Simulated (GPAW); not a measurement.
**1T-TiTe2 monolayer: work function by functional and basis**

How far do functional and basis move the work function of 1T-TiTe2 monolayer?

Method: GPAW, PAW setups; layer in a repeated cell with vacuum, relaxation of atoms and in-plane cell, in the first sound run; inputs show where later runs differ, in GPAW 26.7.0.

## Step 1: The structure

The cell holds 3 atoms: 2 Te and 1 Ti. Its edges and angles: a = 3.750 Å, b = 3.750 Å, c = 21.676 Å, α = 90.0°, β = 90.0°, γ = 120.0°. Vacuum lies along c.

## Step 2: Relaxation

Forces are removed first; all later runs use this geometry.

run.py

```python
import json
import numpy as np
from ase import Atoms
from ase.filters import FrechetCellFilter
from ase.optimize import BFGS
from gpaw import GPAW, PW

slab = Atoms(
    ['Te', 'Ti', 'Te'],
    positions=[
        [1.87500, 1.08253, 9.00000],
        [0.00000, 0.00000, 10.83796],
        [-0.00000, 2.16506, 12.67592]],
    cell=[[3.75, 0.0, 0.0], [-1.875, 3.2476, 0.0], [0.0, 0.0, 21.6759]],
    pbc=[True, True, True])

slab.calc = GPAW(mode=PW(600), xc='PBE', kpts={'size': (9, 9, 1), 'gamma': True},
                 occupations={'name': 'fermi-dirac', 'width': 0.05}, nbands='160%',
                 convergence={'density': 1e-05}, maxiter=200,
                 symmetry={'tolerance': 1e-3}, txt='slab.txt')
result = {}
# The in-plane cell is free; stress needs a cell that repeats along all three vectors
path = []
opt = BFGS(FrechetCellFilter(slab, mask=[1, 1, 0, 0, 0, 1]), maxstep=0.2)
opt.attach(lambda: path.append((slab.get_potential_energy(), slab.positions.tolist(), slab.get_forces().tolist())))
result['relaxed'] = bool(opt.run(fmax=0.02, steps=45))
result['path'] = path
result['cell'] = slab.cell.tolist()
print('in-plane lattice', slab.cell.cellpar().round(4)[[0, 1, 5]])
energy = slab.get_potential_energy()
fermi = slab.calc.get_fermi_level()
v = slab.calc.get_electrostatic_potential().mean((0, 1)) - fermi
n = slab.calc.get_pseudo_density().mean((0, 1))
L = slab.cell[2, 2]
z = np.arange(len(v)) * L / len(v)
low, high = slab.positions[:, 2].min(), slab.positions[:, 2].max()
below, above = np.interp([low - 6.8, high + 6.8], z, v)
slopes = [np.interp(x, z, np.gradient(v, z)) for x in (low - 6.8, high + 6.8)]
eps = np.array([[slab.calc.get_eigenvalues(k, s) for k in range(len(slab.calc.get_ibz_k_points()))]
                for s in range(slab.calc.get_number_of_spins())]) - fermi
top, bottom = eps[eps < 0].max(), eps[eps > 0].min()
dipole = slab.get_dipole_moment()[2]
print(f'energy {energy:.4f} eV, Fermi level {fermi:.4f} eV, dipole {dipole:.5f} e A')
print(f'potential 6.8 A off the faces, from the Fermi level: lower {below:.4f} eV, upper {above:.4f} eV')
print(f'slope of the potential there: lower {slopes[0]:.5f}, upper {slopes[1]:.5f} eV/A')
print(f'nearest levels on the mesh: {top:.4f} and {bottom:.4f} eV')
print('magnetic moment', round(slab.get_magnetic_moment(), 3))
result.update(energy=energy, fermi=fermi, dipole=dipole, below=below, above=above, slopes=slopes, edges=[top, bottom],
              z=z.tolist(), v=v.tolist(), n=n.tolist(), positions=slab.positions.tolist(),
              forces=slab.get_forces(apply_constraint=False).tolist(), moments=slab.get_magnetic_moments().tolist())
json.dump(result, open('result.json', 'w'))
```

Command:

```
$ OMP_NUM_THREADS=1 OPENBLAS_NUM_THREADS=1 python run.py
```

Log:

```text
Step          Energy          fmax
BFGS:    0      -15.098050        0.738378
BFGS:    1      -15.116722        0.639136
BFGS:    2      -15.161748        0.155893
BFGS:    3      -15.163008        0.097701
BFGS:    4      -15.163790        0.075836
BFGS:    5      -15.166788        0.070421
BFGS:    6      -15.167810        0.034421
BFGS:    7      -15.168036        0.005698
in-plane lattice [  3.7369   3.737  120.    ]
energy -15.1629 eV, Fermi level -1.3688 eV, dipole -0.00038 e A
potential 6.8 A off the faces, from the Fermi level: lower 4.8731 eV, upper 4.8723 eV
slope of the potential there: lower 0.00026, upper 0.00007 eV/A
nearest levels on the mesh: -0.0935 and 0.0219 eV
magnetic moment 0.0
```

The job ended after 5.8 min (1 thread of Arm Neoverse V1, shared host; peak memory 0.38 GiB).

This step gave:

* dipole along the normal: -3.82e-4 e·Å
* levels nearest the Fermi level on the mesh: -0.09348, 0.02190 eV from the Fermi level

Electrostatic potential energy of an electron (without an applied field's), less the Fermi level, planar mean against z:

z (Å), electrostatic potential energy of an electron (without an applied field's), less the Fermi level, planar mean (eV) and a bar from the least value:
```
        0        4.9 ##############################
        1        4.9 ##############################
        2        4.9 ##############################
        3        4.9 ##############################
        4        4.9 ##############################
        5        4.9 ##############################
        6        4.9 ##############################
        7        4.7 ##############################
        8        2.1 ##########################
        9      -17.4 
       10       -3.5 ###################
       11      -10.6 #########
       12       -6.8 ##############
       13       -9.9 ##########
       14        3.7 ############################
       15        4.8 ##############################
       16        4.9 ##############################
       17        4.9 ##############################
       18        4.9 ##############################
       19        4.9 ##############################
       20        4.9 ##############################
       21        4.9 ##############################
```

The pseudo valence density, planar mean by z:

| z (Å) | pseudo valence density, planar mean (e/Å³) |
| --- | --- |
| 5.0 | 2.6e-5 |
| 5.5 | 1.1e-4 |
| 6.0 | 4.4e-4 |
| 6.5 | 0.00182 |
| 7.0 | 0.00752 |
| 7.5 | 0.0306 |
| 8.0 | 0.111 |
| 8.5 | 0.263 |
| 9.0 | 0.114 |
| 9.5 | 0.293 |
| 10.0 | 0.300 |
| 10.5 | 0.668 |
| 11.0 | 0.897 |
| 11.5 | 0.346 |
| 12.0 | 0.319 |
| 12.5 | 0.125 |
| 13.0 | 0.257 |
| 13.5 | 0.164 |
| 14.0 | 0.0492 |
| 14.5 | 0.0124 |
| 15.0 | 0.00299 |
| 15.5 | 7.2e-4 |
| 16.0 | 1.8e-4 |
| 16.5 | 4.3e-5 |

The relaxation lowered the energy of the cell by 0.0695 eV (energies extrapolated to zero smearing; the optimiser's log prints free energies). The largest force left on a free atom is 0.0051 eV/Å.

## Step 3: Plane waves, PBE

The work function is the vacuum plateau of the electrostatic potential less the Fermi level; a dipole layer lets the two faces have plateaus of their own.

This step: GPAW, PAW setups; slab in vacuum (GPAW 26.7.0).

The cell differs from the one that the last finished run ended in (c 21.676 → 21.503 Å).

Changes to run.py since step 2:

```diff
@@ -3,4 +3,2 @@
 from ase import Atoms
-from ase.filters import FrechetCellFilter
-from ase.optimize import BFGS
 from gpaw import GPAW, PW
@@ -10,21 +8,14 @@
     positions=[
-        [1.87500, 1.08253, 9.00000],
-        [0.00000, 0.00000, 10.83796],
-        [-0.00000, 2.16506, 12.67592]],
-    cell=[[3.75, 0.0, 0.0], [-1.875, 3.2476, 0.0], [0.0, 0.0, 21.6759]],
-    pbc=[True, True, True])
+        [1.86847, 1.07876, 9.00000],
+        [-0.00000, 0.00000, 10.75143],
+        [-0.00000, 2.15752, 12.50285]],
+    cell=[[3.73695, -0.0, 0.0], [-1.86847, 3.2363, 0.0], [0.0, 0.0, 21.5029]],
+    pbc=[True, True, False])
 
-slab.calc = GPAW(mode=PW(600), xc='PBE', kpts={'size': (9, 9, 1), 'gamma': True},
+slab.calc = GPAW(mode=PW(400), xc='PBE', kpts={'size': (9, 9, 1), 'gamma': True},
                  occupations={'name': 'fermi-dirac', 'width': 0.05}, nbands='160%',
                  convergence={'density': 1e-05}, maxiter=200,
+                 poissonsolver={'dipolelayer': 'xy'},
                  symmetry={'tolerance': 1e-3}, txt='slab.txt')
 result = {}
-# The in-plane cell is free; stress needs a cell that repeats along all three vectors
-path = []
-opt = BFGS(FrechetCellFilter(slab, mask=[1, 1, 0, 0, 0, 1]), maxstep=0.2)
-opt.attach(lambda: path.append((slab.get_potential_energy(), slab.positions.tolist(), slab.get_forces().tolist())))
-result['relaxed'] = bool(opt.run(fmax=0.02, steps=45))
-result['path'] = path
-result['cell'] = slab.cell.tolist()
-print('in-plane lattice', slab.cell.cellpar().round(4)[[0, 1, 5]])
 energy = slab.get_potential_energy()
```

Log:

```text
energy -15.0830 eV, Fermi level -1.3381 eV, dipole -0.00116 e A
potential 6.8 A off the faces, from the Fermi level: lower 4.8668 eV, upper 4.8751 eV
slope of the potential there: lower 0.00010, upper -0.00010 eV/A
nearest levels on the mesh: -0.0934 and 0.0219 eV
magnetic moment 0.0
```

Run time: 28 s. Hardware: 1 thread; peak memory 0.2 GiB.

Numbers from this step:

- dipole along the normal: -0.001161 e·Å
- levels nearest the Fermi level on the mesh: -0.09335, 0.02187 eV from the Fermi level
- upper work function: 4.875 eV
- lower work function: 4.867 eV

Table of electrostatic potential energy of an electron (without an applied field's), less the Fermi level, planar mean by z:

| z (Å) | electrostatic potential energy of an electron (without an applied field's), less the Fermi level, planar mean (eV) |
| --- | --- |
| 0.0 | 4.87 |
| 0.5 | 4.87 |
| 1.0 | 4.87 |
| 1.5 | 4.87 |
| 2.0 | 4.87 |
| 2.5 | 4.87 |
| 3.0 | 4.87 |
| 3.5 | 4.87 |
| 4.0 | 4.87 |
| 4.5 | 4.87 |
| 5.0 | 4.87 |
| 5.5 | 4.86 |
| 6.0 | 4.85 |
| 6.5 | 4.82 |
| 7.0 | 4.66 |
| 7.5 | 3.99 |
| 8.0 | 1.35 |
| 8.5 | -7.44 |
| 9.0 | -17.8 |
| 9.5 | -8.71 |
| 10.0 | -3.47 |
| 10.5 | -9.42 |
| 11.0 | -9.47 |
| 11.5 | -3.48 |
| 12.0 | -8.64 |
| 12.5 | -17.8 |
| 13.0 | -7.51 |
| 13.5 | 1.33 |
| 14.0 | 4.00 |
| 14.5 | 4.66 |
| 15.0 | 4.82 |
| 15.5 | 4.86 |
| 16.0 | 4.87 |
| 16.5 | 4.87 |
| 17.0 | 4.88 |
| 17.5 | 4.88 |
| 18.0 | 4.88 |
| 18.5 | 4.88 |
| 19.0 | 4.88 |
| 19.5 | 4.88 |
| 20.0 | 4.88 |
| 20.5 | 4.88 |
| 21.0 | 4.88 |

The pseudo valence density, planar mean oscillates, so the rows of the table below give means over windows of 1 Å about each position, cut where the curve ends. Its maxima inside the range that stand out by 2 % of the span (Å: e/Å³): 8.4: 0.259, 9.7: 0.316, 10.8: 1.02, 11.8: 0.316, 13.1: 0.259. Its minima: 9.0: 0.103, 9.9: 0.295, 11.6: 0.295, 12.5: 0.103.

Pseudo valence density, planar mean against z; means over each step:

| z (Å) | pseudo valence density, planar mean (e/Å³) |
| --- | --- |
| 5 | 4.8e-5 |
| 6 | 8.0e-4 |
| 7 | 0.0133 |
| 8 | 0.145 |
| 9 | 0.200 |
| 10 | 0.408 |
| 11 | 0.702 |
| 12 | 0.263 |
| 13 | 0.198 |
| 14 | 0.0516 |
| 15 | 0.00337 |
| 16 | 1.9e-4 |
| 17 | 1.2e-5 |

The potential is flat to 9.5e-5 eV/Å where it is read, so the vacuum is wide enough.

## Step 4: Self-consistent run: xc = "LDA"

The same geometry under LDA, to see how far the functional moves the levels against the vacuum.

Changes to run.py since step 3:

```diff
@@ -14,3 +14,3 @@
 
-slab.calc = GPAW(mode=PW(400), xc='PBE', kpts={'size': (9, 9, 1), 'gamma': True},
+slab.calc = GPAW(mode=PW(400), xc='LDA', kpts={'size': (9, 9, 1), 'gamma': True},
                  occupations={'name': 'fermi-dirac', 'width': 0.05}, nbands='160%',
```

Log:

```text
energy -17.0054 eV, Fermi level -1.6446 eV, dipole -0.00117 e A
potential 6.8 A off the faces, from the Fermi level: lower 5.1602 eV, upper 5.1685 eV
slope of the potential there: lower 0.00010, upper -0.00010 eV/A
nearest levels on the mesh: -0.0915 and 0.0181 eV
magnetic moment 0.0
```

Wall time 27 s (1 thread); peak memory 0.19 GiB.

Numbers from this step:

```yaml
dipole_along_the_normal: -0.001174 e·Å
levels_nearest_the_fermi_level_on_the_mesh: -0.09149, 0.01812 eV from the Fermi level
upper_work_function: 5.169 eV
lower_work_function: 5.160 eV
```

Electrostatic potential energy of an electron (without an applied field's), less the Fermi level, planar mean against z:

| z (Å) | electrostatic potential energy of an electron (without an applied field's), less the Fermi level, planar mean (eV) |
| --- | --- |
| 0 | 5.16 |
| 1 | 5.16 |
| 2 | 5.16 |
| 3 | 5.16 |
| 4 | 5.16 |
| 5 | 5.16 |
| 6 | 5.15 |
| 7 | 4.95 |
| 8 | 1.66 |
| 9 | -17.5 |
| 10 | -3.12 |
| 11 | -9.12 |
| 12 | -8.29 |
| 13 | -7.18 |
| 14 | 4.30 |
| 15 | 5.12 |
| 16 | 5.17 |
| 17 | 5.17 |
| 18 | 5.17 |
| 19 | 5.17 |
| 20 | 5.17 |
| 21 | 5.17 |

The pseudo valence density, planar mean by z:

| z (Å) | pseudo valence density, planar mean (e/Å³) |
| --- | --- |
| 0.00 | -1.3e-6 |
| 0.65 | 1.4e-6 |
| 1.08 | 1.4e-6 |
| 1.72 | -1.3e-6 |
| 2.37 | 1.4e-6 |
| 2.80 | 1.4e-6 |
| 3.44 | 0 |
| 4.09 | 3.6e-6 |
| 4.52 | 8.9e-6 |
| 5.16 | 4.6e-5 |
| 5.81 | 3.0e-4 |
| 6.24 | 0.00104 |
| 6.88 | 0.00668 |
| 7.53 | 0.0405 |
| 7.96 | 0.121 |
| 8.60 | 0.256 |
| 9.25 | 0.211 |
| 9.68 | 0.317 |
| 10.32 | 0.535 |
| 10.97 | 0.845 |
| 11.61 | 0.295 |
| 12.04 | 0.314 |
| 12.69 | 0.151 |
| 13.33 | 0.192 |
| 13.76 | 0.0711 |
| 14.41 | 0.0123 |
| 15.05 | 0.00193 |
| 15.48 | 5.6e-4 |
| 16.13 | 8.8e-5 |
| 16.77 | 1.2e-5 |
| 17.20 | 2.8e-6 |
| 17.85 | 2.1e-6 |
| 18.49 | -1.2e-6 |
| 18.92 | -1.3e-6 |
| 19.57 | 1.4e-6 |
| 20.21 | -1.3e-6 |
| 20.64 | -1.3e-6 |
| 21.29 | 1.4e-6 |

Force by atom:

| atom | x (eV/Å) | y (eV/Å) | z (eV/Å) | size |
| --- | --- | --- | --- | --- |
| Te1 | 0.000 | 0.000 | 0.540 | 0.540 |
| Ti2 | 0.000 | 0.000 | 0.000 | 0.000 |
| Te3 | 0.000 | 0.000 | -0.540 | 0.540 |

The upper face's work function is 5.169 eV, against 4.875 eV in the first plane-wave PBE run at this geometry.

## Step 5: Self-consistent run: xc = "revPBE"

The same geometry under revPBE, to see how far the functional moves the levels against the vacuum.

Changes to run.py since step 4:

```diff
@@ -14,3 +14,3 @@
 
-slab.calc = GPAW(mode=PW(400), xc='LDA', kpts={'size': (9, 9, 1), 'gamma': True},
+slab.calc = GPAW(mode=PW(400), xc='revPBE', kpts={'size': (9, 9, 1), 'gamma': True},
                  occupations={'name': 'fermi-dirac', 'width': 0.05}, nbands='160%',
```

Log:

```text
energy -14.2197 eV, Fermi level -1.2396 eV, dipole -0.00116 e A
potential 6.8 A off the faces, from the Fermi level: lower 4.7613 eV, upper 4.7696 eV
slope of the potential there: lower 0.00009, upper -0.00009 eV/A
nearest levels on the mesh: -0.0938 and 0.0236 eV
magnetic moment 0.0
```

Run time: 30 s. Hardware: 1 thread; peak memory 0.2 GiB.

Numbers from this step:

- dipole along the normal: -0.001158 e·Å
- levels nearest the Fermi level on the mesh: -0.09384, 0.02355 eV from the Fermi level
- upper work function: 4.770 eV
- lower work function: 4.761 eV

The electrostatic potential energy of an electron (without an applied field's), less the Fermi level, planar mean by z:

| z (Å) | electrostatic potential energy of an electron (without an applied field's), less the Fermi level, planar mean (eV) |
| --- | --- |
| 0.0 | 4.77 |
| 0.5 | 4.76 |
| 1.0 | 4.76 |
| 1.5 | 4.76 |
| 2.0 | 4.76 |
| 2.5 | 4.76 |
| 3.0 | 4.76 |
| 3.5 | 4.76 |
| 4.0 | 4.76 |
| 4.5 | 4.76 |
| 5.0 | 4.76 |
| 5.5 | 4.76 |
| 6.0 | 4.75 |
| 6.5 | 4.71 |
| 7.0 | 4.55 |
| 7.5 | 3.90 |
| 8.0 | 1.26 |
| 8.5 | -7.52 |
| 9.0 | -17.9 |
| 9.5 | -8.79 |
| 10.0 | -3.56 |
| 10.5 | -9.52 |
| 11.0 | -9.56 |
| 11.5 | -3.57 |
| 12.0 | -8.72 |
| 12.5 | -17.9 |
| 13.0 | -7.59 |
| 13.5 | 1.24 |
| 14.0 | 3.90 |
| 14.5 | 4.56 |
| 15.0 | 4.72 |
| 15.5 | 4.76 |
| 16.0 | 4.77 |
| 16.5 | 4.77 |
| 17.0 | 4.77 |
| 17.5 | 4.77 |
| 18.0 | 4.77 |
| 18.5 | 4.77 |
| 19.0 | 4.77 |
| 19.5 | 4.77 |
| 20.0 | 4.77 |
| 20.5 | 4.77 |
| 21.0 | 4.77 |

The upper face's work function is 4.770 eV, against 4.875 eV in the first plane-wave PBE run at this geometry.

## Step 6: Self-consistent run: xc = "RPBE"

The same geometry under RPBE, to see how far the functional moves the levels against the vacuum.

Changes to run.py since step 5:

```diff
@@ -14,3 +14,3 @@
 
-slab.calc = GPAW(mode=PW(400), xc='revPBE', kpts={'size': (9, 9, 1), 'gamma': True},
+slab.calc = GPAW(mode=PW(400), xc='RPBE', kpts={'size': (9, 9, 1), 'gamma': True},
                  occupations={'name': 'fermi-dirac', 'width': 0.05}, nbands='160%',
```

Log:

```text
energy -14.0757 eV, Fermi level -1.2254 eV, dipole -0.00116 e A
potential 6.8 A off the faces, from the Fermi level: lower 4.7550 eV, upper 4.7632 eV
slope of the potential there: lower 0.00009, upper -0.00009 eV/A
nearest levels on the mesh: -0.0937 and 0.0240 eV
magnetic moment 0.0
```

The job ended after 28 s (1 thread; peak memory 0.2 GiB).

Numbers from this step:

- dipole along the normal: -0.001157 e·Å
- levels nearest the Fermi level on the mesh: -0.09367, 0.02400 eV from the Fermi level
- upper work function: 4.763 eV
- lower work function: 4.755 eV

The upper face's work function is 4.763 eV, against 4.875 eV in the first plane-wave PBE run at this geometry.

## Step 7: Self-consistent run: xc = "vdW-DF2"

The same geometry under vdW-DF2, to see how far the functional moves the levels against the vacuum (the van der Waals functionals take revPBE setups).

Changes to run.py since step 6:

```diff
@@ -14,3 +14,3 @@
 
-slab.calc = GPAW(mode=PW(400), xc='RPBE', kpts={'size': (9, 9, 1), 'gamma': True},
+slab.calc = GPAW(mode=PW(400), xc='vdW-DF2', kpts={'size': (9, 9, 1), 'gamma': True},
                  occupations={'name': 'fermi-dirac', 'width': 0.05}, nbands='160%',
```

Log:

```text
energy -261.2046 eV, Fermi level -1.5038 eV, dipole -0.00116 e A
potential 6.8 A off the faces, from the Fermi level: lower 5.1532 eV, upper 5.1615 eV
slope of the potential there: lower 0.00008, upper -0.00008 eV/A
nearest levels on the mesh: -0.0708 and 0.0395 eV
magnetic moment 0.0
```

The job ended after 42 s (1 thread; peak memory 0.37 GiB).

This step gave:

* levels nearest the Fermi level on the mesh: -0.07081, 0.03948 eV from the Fermi level
* upper work function: 5.161 eV
* lower work function: 5.153 eV

Electrostatic potential energy of an electron (without an applied field's), less the Fermi level, planar mean against z:

z (Å), electrostatic potential energy of an electron (without an applied field's), less the Fermi level, planar mean (eV) and a bar from the least value:
```
        0        5.2 ##############################
        1        5.2 ##############################
        2        5.2 ##############################
        3        5.2 ##############################
        4        5.2 ##############################
        5        5.2 ##############################
        6        5.1 ##############################
        7        4.9 ##############################
        8        1.4 #########################
        9      -17.9 
       10       -3.6 ###################
       11       -9.6 ###########
       12       -8.8 ############
       13       -7.6 #############
       14        4.2 #############################
       15        5.1 ##############################
       16        5.2 ##############################
       17        5.2 ##############################
       18        5.2 ##############################
       19        5.2 ##############################
       20        5.2 ##############################
       21        5.2 ##############################
```

The upper face's work function is 5.161 eV, against 4.875 eV in the first plane-wave PBE run at this geometry.

## Step 8: OptPBE vdW: xc = "optPBE-vdW"

The same geometry under optPBE-vdW, to see how far the functional moves the levels against the vacuum (the van der Waals functionals take revPBE setups).

Changes to run.py since step 7:

```diff
@@ -14,3 +14,3 @@
 
-slab.calc = GPAW(mode=PW(400), xc='vdW-DF2', kpts={'size': (9, 9, 1), 'gamma': True},
+slab.calc = GPAW(mode=PW(400), xc='optPBE-vdW', kpts={'size': (9, 9, 1), 'gamma': True},
                  occupations={'name': 'fermi-dirac', 'width': 0.05}, nbands='160%',
```

Log:

```text
energy -52.7666 eV, Fermi level -1.4661 eV, dipole -0.00116 e A
potential 6.8 A off the faces, from the Fermi level: lower 5.0501 eV, upper 5.0584 eV
slope of the potential there: lower 0.00009, upper -0.00009 eV/A
nearest levels on the mesh: -0.0846 and 0.0292 eV
magnetic moment 0.0
```

Run time: 43 s. Hardware: 1 thread; peak memory 0.37 GiB.

This step gave:

```
levels nearest the Fermi level on the mesh : -0.08464, 0.02922 eV from the Fermi level
upper work function                        : 5.058 eV
lower work function                        : 5.050 eV
```

The upper face's work function is 5.058 eV, against 4.875 eV in the first plane-wave PBE run at this geometry.

## Step 9: Real-space grid: mode = "fd"

A real-space grid is a second complete basis, so it checks the plane-wave result.

Changes to run.py since step 8:

```diff
@@ -3,3 +3,3 @@
 from ase import Atoms
-from gpaw import GPAW, PW
+from gpaw import GPAW
 
@@ -14,3 +14,3 @@
 
-slab.calc = GPAW(mode=PW(400), xc='optPBE-vdW', kpts={'size': (9, 9, 1), 'gamma': True},
+slab.calc = GPAW(mode='fd', h=0.18, xc='PBE', kpts={'size': (9, 9, 1), 'gamma': True},
                  occupations={'name': 'fermi-dirac', 'width': 0.05}, nbands='160%',
```

Log:

```text
energy -15.2035 eV, Fermi level -4.8766 eV, dipole -0.00055 e A
potential 6.8 A off the faces, from the Fermi level: lower 4.8725 eV, upper 4.8808 eV
slope of the potential there: lower -0.00000, upper 0.00000 eV/A
nearest levels on the mesh: -0.0929 and 0.0209 eV
magnetic moment 0.0
```

It took 58 s on 1 thread; peak memory 0.37 GiB.

Numbers from this step:

```yaml
dipole_along_the_normal: -5.52e-4 e·Å
levels_nearest_the_fermi_level_on_the_mesh: -0.09287, 0.02087 eV from the Fermi level
upper_work_function: 4.881 eV
lower_work_function: 4.872 eV
```

The upper face's work function is 4.881 eV, against 4.875 eV in the first plane-wave PBE run at this geometry.

(Continued in part 2 of 2.)

[Logs are printed without paths, hosts, clocks, repeated set-up lines and the standing remarks that a program may print on its own settings, such as how far it seeks lower states.]

[Hosts, paths, dates, database ids (printed as entryN), source tags and the programs' standing remarks are cut or masked in the printed files.]
